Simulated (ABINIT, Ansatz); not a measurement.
# Lattice dynamics of DyAl (Pm-3m) in two programs, part 4 of 4

Aim: the phonon dispersion of DyAl (Pm-3m), checked by a second program.

ABINIT 10.8.3; DFT PBEsol, scalar-relativistic, plane waves, PseudoDojo norm-conserving, 4f in core pseudopotentials (the lanthanide files made for PBE).

So far. Step 7 (Dispersion): All branches are real along the path. Step 8 (Density of states): At 300 K the heat capacity has reached 94 % of the Dulong-Petit value.

### Step 9. Cross-check with Ansatz

A second program on the same cell, potentials, cutoff and meshes tests the implementation of the phonon response, not its convergence.

This step: DFT PBEsol, scalar-relativistic, plane waves, norm-conserving pseudopotentials, 4f in core (Ansatz 0.2.0).

The input, input.yaml:

```yaml
crystal:
  lattice:
    - [3.5486049049, 0.0, 0.0]
    - [0.0, 3.5486049049, 0.0]
    - [0.0, 0.0, 3.5486049049]
  atoms:
    - { symbol: Dy, position: [0.5, 0.5, 0.5] }
    - { symbol: Al, position: [0.0, 0.0, 0.0] }
kpoints:
  mp_grid: { grid: [8, 8, 8] }
hamiltonian:
  xc: pbesol
  pseudopotentials:
    kind: nc
    azcp: { Dy: "pseudopotentials/pbe/nc/lanthanide_3plus/Dy.nc.azcp" }
    accuracy: standard
scf:
  occupations: { method: methfessel_paxton, width: 0.27211 }
output:
  eigenvalues: true
basis:
  ecutwfc: 517.016
phonons:
  method: dfpt
  qmesh: [2, 2, 2]
  temperatures: { t_max: 1000, t_step: 50 }
  qpath:
    path:
      - [[0.0, 0.0, 0.0], [0.0, 0.5, 0.0], [0.5, 0.5, 0.0], [0.0, 0.0, 0.0], [0.5, 0.5, 0.5], [0.0, 0.5, 0.0]]
      - [[0.5, 0.5, 0.5], [0.5, 0.5, 0.0]]
    npoints: 10
  electrical_resistivity: { temperatures: [77, 300], mesh: [16, 16, 16] }
```

Started as:

```console
> ansatz run input.yaml --threads 4 --pin off --max-ram 8192MiB --backend cpu --events-out ev --progress --plain --runs-dir out
```

Numbers of over 12 decimals in the logs are rounded to 6 here.

The log of the run:

```text
Warning: basis.ecutwfc = 517.016 eV is below the records' recommended 625.861884 eV, and the density's cutoff is lower with it unless basis.ecutrho_ratio is high enough to keep the records' density cutoff: compare with a run at a higher cutoff
Warning: <dir> the record states the generating functional pbe (its physics header spells it `PBE`), which answers neither for hamiltonian.xc's functional nor for the pbesol family's — results may be inconsistent (PPs are generated against a specific XC)
Engine: ansatz 0.2.0, aarch64-unknown-linux-gnu
Pseudopotentials: kind: nc
Pseudopotential: Dy, nc, valence charge 11, recommended cutoff 625.861884 eV (normal), <dir>
Pseudopotential: Al, nc, valence charge 3, recommended cutoff 544.227725 eV (normal), Al.nc.azcp (PseudoDojo's, or run here from an input of PseudoDojo's; its table is named by hamiltonian.pseudopotentials.accuracy)
Functional definition: PBEsol
  exchange = pbesol_x
  correlation = pbesol_c
Crystal: 2 atoms, lattice volume = 44.686 Å³
Basis set: ecut = 517.016 eV, 1213 PW (Γ), exchange–correlation on 54×54×54 points (8 copies of the dense FFT grid, shifted against one another)
Bands: 11, of which v1, the nominal top of the filled ones, is band 7 counted from 1 (6 counted from 0)
Symmetry: 48 space group operations
k-points: 35 of 512
Non-local potential: Dy, projectors of the file, l = 0: 2, l = 1: 2, l = 2: 2, l = 3: 1
Non-local potential: Al, projectors of the file, l = 0: 2, l = 1: 2, l = 2: 2
Initial density: superposition of atomic densities (chi_scale 0.1, normalization cell, long waves kept (reshape's long-wave potential 0.00 eV rms))
Initial wavefunctions: pseudopotential atomic-orbital guess
Functional: x = pbesol(κ = 0.804, μ = 0.123457), c = pbesol(β = 0.046)
SCF iter   1: F=—  HF=-1242.409275 eV  |F-HF|=—  |Δ(HF+E_count)|=         —  Δρ=1.74e-2  dr2=1.49e-1  ethr=3.10e-3  ⟨swp⟩=5.7  Hψ=2268  notcnv=0
preconditioner: auto → none  [metal: Δε(μ)=0.117 eV  Ē_g=5.481 eV  σ=0.272 eV  W_gap=0.35  n_scr=6 (ndim 8)  ℏωp=13.6 eV  f_vac=0.000  D(μ)=0.63/eV (n_scr^D=0)  sad-step TF]
SCF iter   2: F=—  HF=-1242.377074 eV  |F-HF|=—  |Δ(HF+E_count)|=   3.22e-2  S|Δr|=    0.00e0  Δρ=1.11e-2  dr2=6.39e-2  ethr=1.07e-3  ⟨swp⟩=1.9  Hψ=845  notcnv=0
SCF iter   3: F=—  HF=-1242.356071 eV  |F-HF|=—  |Δ(HF+E_count)|=   2.10e-2  S|Δr|=    0.00e0  Δρ=1.08e-3  dr2=4.71e-4  ethr=4.57e-4  ⟨swp⟩=2.6  Hψ=648  notcnv=0
SCF iter   4: F=—  HF=-1242.355713 eV  |F-HF|=—  |Δ(HF+E_count)|=   3.59e-4  S|Δr|=    0.00e0  Δρ=3.06e-4  dr2=9.87e-5  ethr=3.37e-6  ⟨swp⟩=3.1  Hψ=777  notcnv=0
SCF iter   5: F=—  HF=-1242.355680 eV  |F-HF|=—  |Δ(HF+E_count)|=   3.31e-5  S|Δr|=    0.00e0  Δρ=1.05e-4  dr2=9.58e-6  ethr=7.05e-7  ⟨swp⟩=2.8  Hψ=606  notcnv=0
SCF iter   6: F=—  HF=-1242.355675 eV  |F-HF|=—  |Δ(HF+E_count)|=   4.27e-6  S|Δr|=    0.00e0  Δρ=2.29e-5  dr2=4.83e-7  ethr=6.84e-8  ⟨swp⟩=2.4  Hψ=574  notcnv=0
SCF iter   7: F=—  HF=-1242.355675 eV  |F-HF|=—  |Δ(HF+E_count)|=   2.13e-7  S|Δr|=    0.00e0  Δρ=1.65e-6  dr2=1.17e-9  ethr=3.45e-9  ⟨swp⟩=2.9  Hψ=681  notcnv=0
SCF iter   8: F=—  HF=-1242.355675 eV  |F-HF|=—  |Δ(HF+E_count)|=   2.36e-9  S|Δr|=    0.00e0  Δρ=4.51e-7  dr2=5.10e-11  ethr=8.35e-12  ⟨swp⟩=3.5  Hψ=890  notcnv=0
SCF iter   9: F=-1242.355675 eV  HF=-1242.355675 eV  |F-HF|=4.77e-12  |Δ(HF+E_count)|=  1.46e-11  S|Δr|=    0.00e0  Δρ=1.44e-7  dr2=7.55e-12  ethr=1.00e-12  ⟨swp⟩=10.2  Hψ=2669  notcnv=0
SCF 1 converged in 9 iterations: F = -1242.355675 eV  dr2 = 7.55e-12
Initial density: read from a saved state, or passed on in memory by an earlier SCF of this step, an earlier step, the calling program or the single point that the run made first
iter 1 solved again at ethr=1.17e-7 eV; its pass at ethr=3.10e-3 eV (dr2=1.63e-5 eV) is discarded
[...]
eigensolver tolerance schedule: the retry pair's looser diagonalisation over-reported the residual by 1786111.18 of it (diagonalisation noise at an unbounded share of the residual, at the tolerance the schedule requests for it); recorded, not acted on — ethr = c·dr2/N_el stays at c = 1.0e-1
preconditioner: auto → none  [metal: Δε(μ)=0.112 eV  Ē_g=5.434 eV  σ=0.272 eV  W_gap=0.33  n_scr=6 (ndim 8)  ℏωp=13.6 eV  f_vac=0.000  D(μ)=0.63/eV (n_scr^D=0)]
[...]
SCF iter   3: F=-1242.355675 eV  HF=-1242.355675 eV  |F-HF|=1.36e-12  |Δ(HF+E_count)|=  2.50e-12  S|Δr|=    0.00e0  Δρ=9.26e-8  dr2=2.85e-12  ethr=1.00e-12  ⟨swp⟩=2.1  Hψ=1057  notcnv=0
SCF 2 converged in 3 iterations: F = -1242.355675 eV  dr2 = 2.85e-12
phonons: the bands overlap, so this run is a metal and interpolates without the dipole-dipole term. If the crystal is really an insulator or semiconductor, its LO-TO splitting is missing
NSCF: frozen V_eff on 35 k-points
WARN: eigensolver did not converge in 5 slots of this pass, the one above among them; of largest residual over every band (k=12): 1 band(s) unlocked (lowest unlocked band 10, counted from 0; max residual 2.08e-4 eV among the unlocked bands, 2.08e-4 eV over every band); of lowest unlocked band (k=8): band 10
NSCF: frozen V_eff on 75 k-points
DFPT response loops at q = (0, 0, 0) (fractional): preconditioner auto → Kerker (q_TF=auto, 2.248 Å⁻¹) (partly filled bands, converged f_vac=0.000); β = 1.00, the filter's whole step (`scf.mixing.beta` (0.50) is not read by the response loops under this deck's `scf.mixing.preconditioner`; to damp them name `kerker` or `kerker_dos`, under which they read `scf.mixing.beta`, and type it under 1.00, their step now; both keys bind the ground state too); Broyden in place of MSR1
NSCF: frozen V_eff on 250 k-points
DFPT response loops at q = (0, 0, -0.5) (fractional): mixed as the last ones told, above
NSCF: frozen V_eff on 250 k-points
DFPT response loops at q = (0, -0.5, -0.5) (fractional): mixed as the last ones told, above
NSCF: frozen V_eff on 150 k-points
DFPT response loops at q = (-0.5, -0.5, -0.5) (fractional): mixed as the last ones told, above
SCF iter   1: F=—  HF=-1242.409275 eV  |F-HF|=—  |Δ(HF+E_count)|=         —  Δρ=1.74e-2  dr2=1.49e-1  ethr=3.10e-3  ⟨swp⟩=5.7  Hψ=2268  notcnv=0
SCF iter   2: F=—  HF=-1242.377074 eV  |F-HF|=—  |Δ(HF+E_count)|=   3.22e-2  S|Δr|=    0.00e0  Δρ=1.11e-2  dr2=6.39e-2  ethr=1.07e-3  ⟨swp⟩=1.9  Hψ=845  notcnv=0
SCF iter   3: F=—  HF=-1242.356071 eV  |F-HF|=—  |Δ(HF+E_count)|=   2.10e-2  S|Δr|=    0.00e0  Δρ=1.08e-3  dr2=4.71e-4  ethr=4.57e-4  ⟨swp⟩=2.6  Hψ=648  notcnv=0
SCF iter   4: F=—  HF=-1242.355713 eV  |F-HF|=—  |Δ(HF+E_count)|=   3.59e-4  S|Δr|=    0.00e0  Δρ=3.06e-4  dr2=9.87e-5  ethr=3.37e-6  ⟨swp⟩=3.1  Hψ=777  notcnv=0
SCF iter   5: F=—  HF=-1242.355680 eV  |F-HF|=—  |Δ(HF+E_count)|=   3.31e-5  S|Δr|=    0.00e0  Δρ=1.05e-4  dr2=9.58e-6  ethr=7.05e-7  ⟨swp⟩=2.8  Hψ=606  notcnv=0
SCF iter   6: F=—  HF=-1242.355675 eV  |F-HF|=—  |Δ(HF+E_count)|=   4.27e-6  S|Δr|=    0.00e0  Δρ=2.29e-5  dr2=4.83e-7  ethr=6.84e-8  ⟨swp⟩=2.4  Hψ=574  notcnv=0
SCF iter   7: F=—  HF=-1242.355675 eV  |F-HF|=—  |Δ(HF+E_count)|=   2.13e-7  S|Δr|=    0.00e0  Δρ=1.65e-6  dr2=1.17e-9  ethr=3.45e-9  ⟨swp⟩=2.9  Hψ=681  notcnv=0
SCF iter   8: F=—  HF=-1242.355675 eV  |F-HF|=—  |Δ(HF+E_count)|=   2.36e-9  S|Δr|=    0.00e0  Δρ=4.51e-7  dr2=5.10e-11  ethr=8.35e-12  ⟨swp⟩=3.5  Hψ=890  notcnv=0
SCF iter   9: F=-1242.355675 eV  HF=-1242.355675 eV  |F-HF|=4.77e-12  |Δ(HF+E_count)|=  1.46e-11  S|Δr|=    0.00e0  Δρ=1.44e-7  dr2=7.56e-12  ethr=1.00e-12  ⟨swp⟩=3.9  Hψ=1102  notcnv=0
SCF 3 converged in 9 iterations: F = -1242.355675 eV  dr2 = 7.56e-12
NSCF: frozen V_eff on 165 k-points
SCF converged after 9 iterations
Stability not checked: this state was not tested for a lower state beside it, because cold or Methfessel-Paxton smearing, or corrected tetrahedra, fill the levels in a way that the test cannot read (fill_not_monotonic; see scf.lower_state_search)
Free energy (F): -1242.355675 eV
Harris-Foulkes:  -1242.355675 eV  (|F-HF|=4.77e-12)
Internal energy: -1242.358930 eV  (E = F + TS)
E sigma→0 (E₀):  -1242.356489 eV
Entropy (-TS):   0.003254 eV (1.627 meV/atom)
Fermi energy:    10.157152 eV
--- Per-component energies (eV) ---
  E_band       = -107.722176
  E_kinetic    = 311.078809
  E_local      = -592.832004  (includes V_loc(G=0)·N_el)
  E_nonlocal   = 35.307357
  E_hartree    = 184.535147
  E_xc         = -324.699082
  E_vxc        = -230.346610  (∫ρ·V_xc dr)
  E_ewald      = -855.749155
  E_smearing   = 0.003254  (= −TS)
  E_closure    = -0.000000  (closes the sum)
  Σ components = -1242.355675   (vs F -1242.355675, Δ=0.00e0)
--- Band table (eV; the first three rows and the last of 35) ---
  k-point 0: bands = [... 3 lower, -12.7039, 2.1469, 9.2691, 9.2691, 13.6526, 13.6526, 13.6526, 14.4405]
  k-point 1: bands = [... 3 lower, -12.6977, 2.3904, 9.1521, 9.3964, 12.7923, 12.7923, 13.2689, 14.5136]
  k-point 2: bands = [... 3 lower, -12.6844, 3.0801, 8.3764, 9.7452, 11.8348, 11.8348, 13.4875, 14.7009]
  k-point 34: bands = [... 3 lower, -12.9984, 7.3090, 7.3090, 7.3090, 8.7517, 14.2210, 14.2210, 14.2210]
--- Phonons (Γ-DFPT): 2 representative perturbations + reference (Σ response iterations 7) ---
  ASR residual: 1.464e-4 → 0.000e0 eV/Å²; symmetrization residual: 4.598e-8 eV/Å²
  ASR residual per site (eV/Å²): 1.46e-4 2.23e-5
  Γ frequencies (cm⁻¹): 0.00 0.00 0.00 226.89 226.89 226.89
--- Phonons (arbitrary-q DFPT): 4 irreducible q on the 2×2×2 mesh ---
  q = [0.0000, 0.0000, 0.0000] (star 1, of the zone-centre solve; hermiticity 2.10e-8, symmetrization 8.52e-15): -0.00 0.00 0.00 226.89 226.89 226.89
  q = [0.0000, 0.0000, -0.5000] (star 3, 4 solved perturbations in 400 linear systems a pass and spin channel, the states on 125 of 512 k-point pairs; hermiticity 1.16e-13, symmetrization 2.74e-14): 85.95 85.95 128.52 225.14 225.14 228.30
  q = [0.0000, -0.5000, -0.5000] (star 3, 4 solved perturbations in 400 linear systems a pass and spin channel, the states on 125 of 512 k-point pairs; hermiticity 2.49e-9, symmetrization 4.01e-15): 27.39 27.39 73.02 242.55 260.91 260.91
  q = [-0.5000, -0.5000, -0.5000] (star 1, 2 solved perturbations on 75 of 512 k-point pairs; hermiticity 3.88e-13, symmetrization 4.54e-13): 122.78 122.78 122.78 264.20 264.20 264.20
  sum rule: each row above includes the acoustic sum rule's correction from the zone centre's row sums; it moved no ω² by more than (0.50 cm⁻¹)²
  mesh force constants: q→R imaginary residual 3.09e-17; ASR residual 1.464e-4 → 0.000e0 eV/Å²; symmetrization residual 5.329e-15 eV/Å²
  interpolated dispersion: 62 rows × 6 modes
  density of states and harmonic sums: on the 18×18×18 q-mesh, interpolated from the force constants of a 2×2×2 supercell (no non-analytic term)
  largest difference from the sums on the solved wave vectors: F 5.29e-2 eV, S 8.51e-5 and C_V 3.23e-5 eV/K
  zero-point energy: 0.059447 eV/cell   skipped modes (ω ≤ 0): 3   left out of the sums: 8.57e-5 of the cell's modes: C_V's classical limit lies that fraction below 3 k_B per atom; for a crystal, a wire or a layer, F and S can be off by more, and a phonons.interpolated_qmesh denser along its periods is the remedy for the sampling
--- Electrical resistivity: potentials and phonons of a 2×2×2 supercell ---
  scattering by harmonic phonons alone, with no dipole-dipole term; scattering by other electrons, impurities, surfaces and spin disorder is left out, and so is spin–orbit coupling
  the resistivity is that of a variational response, whose dependence on the energy is improved iteratively
  at the Fermi level of each mesh (of a tensor a third of its trace):
           mesh   spin    states/(eV spin)  plasma energy (eV)         λ      λ_tr    ħω_log (meV)
       16×16×16                     0.3290              3.7565    0.2526    0.3124          10.324
          8×8×8                     0.3181              3.6023    0.2370    0.3251          10.116
          4×4×4                     1.1811              3.2081    1.1366    1.7261          10.860
  resistivity on the deck's mesh, µΩ·cm:
     T (K)       trace/3  mesh converged            xx            yy            zz    lowest order   relaxation time
     77.00      4.4541e0              no      4.4541e0      4.4541e0      4.4541e0        5.2435e0          4.3858e0
    300.00      2.3868e1              no      2.3868e1      2.3868e1      2.3868e1        2.6156e1          2.3494e1
  mean free path at 77 K (of a tensor a third of its trace): 53.2 nm by what each carries, 50.4 by the Fermi surface alone
  Hall coefficient in a weak field at 77 K (a third of the trace): -4.932e-10 m³/C (as a tensor it moves by 11.9 % between the two finest meshes); by each state's relaxation time: -4.179e-10 m³/C; by a constant relaxation time: -9.747e-10 m³/C
  mean free path at 300 K (of a tensor a third of its trace): 9.59 nm by what each carries, 9.41 by the Fermi surface alone
  Hall coefficient in a weak field at 300 K (a third of the trace): -5.202e-10 m³/C (as a tensor it moves by 14.3 % between the two finest meshes); by each state's relaxation time: -4.477e-10 m³/C; by a constant relaxation time: -9.649e-10 m³/C
  the resistivity times a path that all electrons share, by the Fermi surface of the deck's mesh alone (a third of the trace): 2.247e-15 Ω·m²
  not converged in the mesh (λ; λ_tr; the resistivity at 77 K by 5.50 %; the resistivity at 300 K by 6.41 %): between neighbouring meshes, the two finest first, λ moves by 6.20 % and 379.63 %, λ_tr by 4.07 % and 430.95 % and the resistivity by up to 6.41 % and 455.75 %; an estimate, no bound, puts it up to 4.0e-8 % above the Boltzmann equation's exact value after up to 4 iterations (at most 30 are made, fewer where the estimate is under 1.0e-6 % of each spin channel's own resistivity)
  vibrations of 8 cells: unjudged by the run; compare a larger repeat
  the changes of the potential over all sites missed a rigid shift's by 0.00 % (the site terms' by 0.00 %)
  between the force constants' wavevectors the phonons are obtained by Fourier interpolation alone: along a vector of fewer than three repeats the shortest translation of the supercell is 7.097 Å, and under 7.683 Å the phonon self-energy is left out by default: enlarge phonons.supercell (under dfpt, phonons.qmesh)
```

The job ended after 38 s (4 threads of Arm Neoverse V2, shared host; peak memory 0.83 GiB; 2.3 min of CPU time).

This step gave:

```
sum-rule residual before enforcement                               : 1.46e-4 eV/Å²
mean frequency                                                     : 159.8 cm⁻¹
Debye temperature (second moment)                                  : 336 K
logarithmic mean frequency                                         : 133.3 cm⁻¹
lowest mode on the q mesh (acoustic ones at the zone centre apart) : 27.39 cm⁻¹
zero-point energy per atom                                         : 29.72 meV
heat capacity at 300 K                                             : 23.47 J/(mol atoms K)
vibrational entropy at 300 K                                       : 36.87 J/(mol atoms K)
```

### Step 10. Side by side: ABINIT PseudoDojo and Ansatz, PseudoDojo

Worked out from the results:

```
root-mean-square difference             : 0.04 cm⁻¹
largest difference                      : 0.12 cm⁻¹
root-mean-square difference on the path : 0 cm⁻¹
largest difference on the path          : 0.1 cm⁻¹
```

The 12 of 21 modes that differ most. Frequencies side by side:

```csv
q (reciprocal lattice),mode,ABINIT PseudoDojo (cm⁻¹),"Ansatz, PseudoDojo (cm⁻¹)"
0 0 0,4,226.9,226.9
0.5 0 0,1,85.91,85.95
0.5 0 0,2,85.91,85.95
0.5 0 0,3,128.5,128.5
0.5 0.5 0,1,27.27,27.39
0.5 0.5 0,2,27.27,27.39
0.5 0.5 0,3,72.96,73.02
0.5 0.5 0,5,260.9,260.9
0.5 0.5 0,6,260.9,260.9
0.5 0.5 0.5,1,122.8,122.8
0.5 0.5 0.5,2,122.8,122.8
0.5 0.5 0.5,3,122.8,122.8
```

The interpolated bands of the two lie on top of each other.

At the solved wavevectors the largest difference (acoustic modes at Γ apart) is 0.05 % of the highest mode.

### Step 11. Outcome

| Item | Value |
| --- | --- |
| space group after relaxation | Pm-3m |
| volume per atom | 22.3 Å³ |
| highest optical zone-centre mode (no LO-TO term) | 226.9 cm⁻¹ |
| q mesh | 2×2×2 |
| lowest mode on the q mesh (acoustic ones at the zone centre apart) | 27.3 cm⁻¹ |
| zero-point energy per atom | 29.7 meV |
| heat capacity at 300 K | 23.5 J/(mol atoms K) |
| vibrational entropy at 300 K | 36.9 J/(mol atoms K) |
| imaginary modes on the q mesh | none |
| largest difference from Ansatz, PseudoDojo | 0.12 cm⁻¹ |

DyAl (Pm-3m) is dynamically stable on the 2×2×2 mesh; its spectrum reaches 265 cm⁻¹. At the PBEsol level the optical modes of DyAl (Pm-3m) at the zone centre lie at 227 cm⁻¹. The base run prints -1.2 GPa, mostly the error of a finite basis; the relaxation, with a smoothed and higher cutoff, had brought the cell to rest. ABINIT PseudoDojo and Ansatz, PseudoDojo agree to 0.12 cm⁻¹ (0.05 % of the highest mode compared) on all solved modes but the acoustic ones at Γ, without the LO-TO term. These are harmonic frequencies at zero temperature: anharmonic shifts and linewidths and thermal expansion are left out. Spin-orbit coupling is left out, which can matter for the heavy elements here. In a metal the frequencies hang on the k mesh and the smearing, most of all near Kohn anomalies. The 4f electrons are frozen in the core as for a trivalent ion, in files made for PBE, so their moments and any magnetic order are left out. Ansatz warns that the cutoff lies 17 % under the one recommended for these files; agreement at one cutoff is not convergence. Electron-phonon sums were run after this but are left out, since no second program bore their λ out within 30 %; a λ that a log prints is not taken as a result. The q mesh stands for a supercell only 7.1 Å across, so branches between the solved wavevectors are rough. The structure comes from a database and need not be the phase that is stable at ambient conditions.

[Host names and launcher messages were left out of these logs when they were recorded.]

[Logs are printed without paths, hosts, clocks, repeated set-up lines and the standing remarks that a program may print on its own settings, such as how far it seeks lower states.]

[Hosts, paths, dates, database ids (printed as entryN), source tags and the programs' standing remarks are cut or masked in the printed files.]
